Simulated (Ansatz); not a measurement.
# RbTi2: relaxing a made-up structure, part 2 of 2

This structure for RbTi2 is made up. Its elements were placed in a known structure type with a cell scaled to their sizes. What cell does the guess relax to, and how far off was it?

Ansatz 0.2.0; DFT, r2SCAN, plane-wave PAW, files of the set soft_1, scalar-relativistic, no spin, cell and ions relaxed at zero pressure; PAW set soft_1 (the session's first sound run).

So far: The structure; Relaxation of the guess. The relaxed cell has a = 6.789, c = 4.532 Å (conventional setting).

## Step 3: Bands of the relaxed cell

A second self-consistent run takes a narrower smearing and the mesh shown in its input; the bands follow along the standard path of the relaxed lattice.

This step: DFT, r2SCAN, plane-wave PAW, files of the set soft_1, scalar-relativistic, no spin, bands and density of states at the relaxed cell; PAW set soft_1 (Ansatz 0.2.0).

input.yaml reads:

```yaml
crystal:
  lattice:
    - [-3.3944280148, 3.3944280148, 2.2657579935]
    - [3.3944280148, -3.3944280148, 2.2657579935]
    - [3.3944280148, 3.3944280148, -2.2657579935]
  atoms:
    - { symbol: Rb, position: [0.5, 0.5, 0.0] }
    - { symbol: Ti, position: [0.25, 0.75, 0.5] }
    - { symbol: Ti, position: [0.75, 0.25, 0.5] }
kpoints:
  mp_grid: { grid: [8, 8, 8] }
  band_path:
    path:
      - [[0.0, 0.0, 0.0], [0.0, 0.0, 0.5], [-0.5, 0.5, 0.5], [0.0, 0.0, 0.0], [0.36138683, 0.36138683, -0.36138683], [0.25, 0.25, 0.25], [0.0, 0.5, 0.0], [-0.36138683, 0.63861317, 0.36138683], [-0.5, 0.5, 0.5]]
      - [[0.0, 0.0, 0.5], [0.25, 0.25, 0.25]]
    npoints: 8
scf:
  occupations: { method: fermi_dirac, width: 0.03 }
  n_extra_bands: 7
hamiltonian:
  xc: r2scan
  pseudopotentials: { kind: paw, azcp: { folder: soft_1 } }
output:
  forces: true
  stress: true
  write_bands: true
  dos: { projected: true }
  write_density: true
  write_potential: true
  elf: true
  volumetric_format: npy
```

Started as:

```
> ansatz run input.yaml --threads 4 --pin off --max-ram 8192MiB --backend cpu --events-out ev --progress --plain --runs-dir out
```

Numbers of over 12 decimals in the logs are rounded to 6 here.

Log:

```text
[...]
Crystal: 3 atoms, lattice volume = 104.426 Å³
Basis set: ecut = 500 eV, 2657 PW (Γ), exchange–correlation on 160×160×160 points (64 copies of the dense FFT grid, shifted against one another)
Bands: 24, of which v1, the nominal top of the filled ones, is band 17 counted from 1 (16 counted from 0)
Symmetry: 16 space group operations
[...]
k-points: 59 of 512
[...]
SCF iter   1: F=—  HF=-8281.884721 eV  |F-HF|=—  |Δ(HF+E_count)|=         —  Δρ=5.47e-2  dr2=3.71e0  dr2_τ=1.62e-1  ethr=3.10e-3  ⟨swp⟩=6.0  Hψ=6322  notcnv=0
[...]
SCF iter  10: F=-8281.257302 eV  HF=-8281.257302 eV  |F-HF|=1.13e-8  |Δ(HF+E_count)|=   8.58e-8  Δρ=3.29e-6  dr2=2.03e-8  dr2_τ=3.59e-10  ethr=3.03e-10  ⟨swp⟩=14.1  Hψ=9452  notcnv=0
SCF 1 converged in 10 iterations: F = -8281.257302 eV  dr2 = 2.03e-8
[...]
NSCF: frozen V_eff on 74 k-points
SCF converged after 10 iterations
Free energy (F): -8281.257302 eV
[...]
Internal energy: -8281.252515 eV  (E = F + TS)
E sigma→0 (E₀):  -8281.254908 eV
Entropy (-TS):   -0.004787 eV (-1.596 meV/atom)
Fermi energy:    5.799942 eV
[...]
--- Stress (GPa, compression-positive) ---
        0.064494       0.000000       0.000000
        0.000000       0.064494      -0.000000
        0.000000       0.000000      -0.592513
  P = ⅓ Tr σ = -0.1545 GPa (-1.545 kbar)
--- Band table (eV; the first three rows and the last of 59) ---
  k-point 0: bands = [... 13 lower, 4.2388, 4.2388, 4.3396, 4.9304, 6.0555, 7.8603, 7.8858, 9.2507, ... 3 higher]
  k-point 1: bands = [... 13 lower, 4.2177, 4.2520, 4.3496, 4.9866, 6.0859, 7.8450, 7.8536, 8.5456, ... 3 higher]
  k-point 2: bands = [... 13 lower, 4.1704, 4.2855, 4.3885, 5.1052, 6.1566, 7.4651, 7.7649, 7.8114, ... 3 higher]
  k-point 58: bands = [... 13 lower, 4.3760, 4.3760, 5.4722, 5.5235, 6.2743, 6.2743, 6.3999, 7.5922, ... 3 higher]
```

Elapsed: 2.8 s, on 4 threads of AMD EPYC 9R45 (Zen 5), shared host; peak memory 0.87 GiB.

Numbers from this step:

```yaml
free_energy: -8281.2573 eV
energy_at_zero_smearing: -8281.2549 eV
smearing_term_ts: 0.004787 eV
fermi_energy: 5.800 eV
pressure: -0.1545 GPa
```

From bands.tsv, the bands that come nearest the Fermi level along the path, at its corners, in eV from the Fermi level:

```tsv
point	band 14	band 15	band 16	band 17	band 18	band 19	band 20	band 21
Γ	-1.56	-1.56	-1.46	-0.87	0.26	2.06	2.09	3.45
X	-1.69	-1.46	-1.02	-0.96	0.44	0.46	1.82	1.97
M	-1.42	-1.42	-0.33	-0.28	0.47	0.47	0.60	1.79
Γ	-1.56	-1.56	-1.46	-0.87	0.26	2.06	2.09	3.45
Z	-0.84	-0.84	0.15	0.23	0.31	0.31	0.46	0.84
P	-0.57	-0.49	-0.49	0.14	0.47	1.14	1.14	1.27
N	-0.66	-0.34	0.12	0.22	0.68	0.91	0.96	0.96
Z1	-0.84	-0.84	0.15	0.23	0.31	0.31	0.46	0.84
M	-1.42	-1.42	-0.33	-0.28	0.47	0.47	0.60	1.79
X	-1.69	-1.46	-1.02	-0.96	0.44	0.46	1.82	1.97
P	-0.57	-0.49	-0.49	0.14	0.47	1.14	1.14	1.27
```

States per cell as run, both spins, in windows of 1 eV, from dos.tsv (zero at the Fermi level):

| from | to | total |
| --- | --- | --- |
| -8 | -7 | 0.00 |
| -7 | -6 | 0.00 |
| -6 | -5 | 0.00 |
| -5 | -4 | 0.00 |
| -4 | -3 | 0.17 |
| -3 | -2 | 0.88 |
| -2 | -1 | 3.55 |
| -1 | 0 | 4.47 |
| 0 | 1 | 4.77 |

Below -8 eV lie 24.0 more states.

Valence density in the ab plane of the cell as run, not the conventional one, at fractional z = 0.500, with atoms of Ti within 0.2 Å of it. It is the smooth field of the valence electrons, not physical close to the nuclei.

Ten even steps from '0' (0 e/Å³) to '9' (10 e/Å³), each cell a mean:
```
000001000000000
000134200000000
001586200000000
004994000000000
016851000000000
013300000000000
001000000000000
000000000000000
000000000000220
000000000014641
000000000059830
000000000389510
000000001364100
000000000110000
000000000000000
```
Columns run along a (5.3 Å), rows up along b (5.3 Å). Atoms in or near the plane, at fractional coordinates: Ti at (0.25, 0.75), Ti at (0.75, 0.25).

Electrostatic potential energy in the ab plane of the cell as run, not the conventional one, at fractional z = 0.500, with atoms of Ti within 0.2 Å of it. With pseudopotentials it is smooth inside the atoms' cores, unlike the true potential.

Ten even steps from '0' (-36 eV) to '9' (10 eV), each cell a mean:
```
999754467899999
987311268999999
973000278999999
840000489999999
720003799999999
621147999999998
644679999999887
777899999998766
789999999974224
899999999730014
899999997400015
999999986100037
999999974100379
999999874224789
999988776678999
```
Columns run along a (5.3 Å; values clipped at the 3rd and 97th percentile), rows up along b (5.3 Å). Atoms in or near the plane, at fractional coordinates: Ti at (0.25, 0.75), Ti at (0.75, 0.25).

ELF in the ab plane of the cell as run, not the conventional one, at fractional z = 0.500, with atoms of Ti within 0.2 Å of it. It is the smooth field of the valence electrons, not physical close to the nuclei.

Ten even steps from '0' (0.09) to '9' (0.73), each cell a mean:
```
531035312455666
400588633687666
205999724887666
149889415776775
279995025667885
368840046667864
134301456655432
123335665421231
246766664004763
268876651059985
278767630498983
367678733898950
566788634899501
666676423674003
665322211321245
```
Columns run along a (5.3 Å), rows up along b (5.3 Å). Atoms in or near the plane, at fractional coordinates: Ti at (0.25, 0.75), Ti at (0.75, 0.25).

## Step 4: Outcome

```yaml
space_group_relaxed: I4/mmm
conventional_cell: a = 6.789, b = 6.789, c = 4.532 Å; α = 90.0°, β = 90.0°, γ = 90.0°
volume_per_atom: 34.81 Å³ (guess 40.33)
```

What this shows: RbTi2 relaxes to I4/mmm with a = 6.789, b = 6.789 and c = 4.532 Å. The guessed volume was 16 % too large. The space group I4/mmm was held in the relaxation, so the end point is a stationary structure within it and may be a saddle against distortions or other arrangements. Bands cross the Fermi level, so it is a metal or semimetal at this level. The electron count is odd, which forces that without spin polarisation or a larger cell. On the 8×8×8 mesh with the narrower smearing (relaxed on 7×7×7) the forces vanish, as symmetry may demand, and the largest stress component is 0.593 GPa, against the relaxation's thresholds of 0.015 eV/Å and 0.05 GPa. The cutoff wasn't tested. No dispersion term is used, so weakly bound directions may come out too long. The runs have no spin, and magnetism wasn't tested. Nothing here tests whether the compound is stable against decomposition.

[Logs are printed without paths, hosts, clocks, repeated set-up lines and the standing remarks that a program may print on its own settings, such as how far it seeks lower states.]

[Hosts, paths, dates, database ids (printed as entryN), source tags and the programs' standing remarks are cut or masked in the printed files.]
